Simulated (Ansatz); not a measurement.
# Work function of fcc Ca face by face (PBEsol)

Does the work function of Ca follow how densely a face is packed?

All values are computed: Ansatz 0.2.0, PBEsol, plane waves, scalar-relativistic unless marked; slabs or sheets with vacuum, the vacuum level from the planar mean of the electrostatic potential.

| face | atoms in the slab | top-layer atoms per Å² | work function (eV) |
| --- | --- | --- | --- |
| (211) | 16 | 0.026 | 2.78 |
| (110) | 8 | 0.045 | 2.85 |
| (100) | 6 | 0.064 | 2.79 |
| (111) | 6 | 0.074 | 2.88 |

The densest face listed is +0.10 eV against the most open one. The two ends fit Smoluchowski's order, but the faces between don't rise in step with packing, so thin-slab scatter or the band structure matters as much.

The slabs are 1×1 cuts on the parent's lattice, 13.2 to 16.3 Å between the outer relaxed layers.
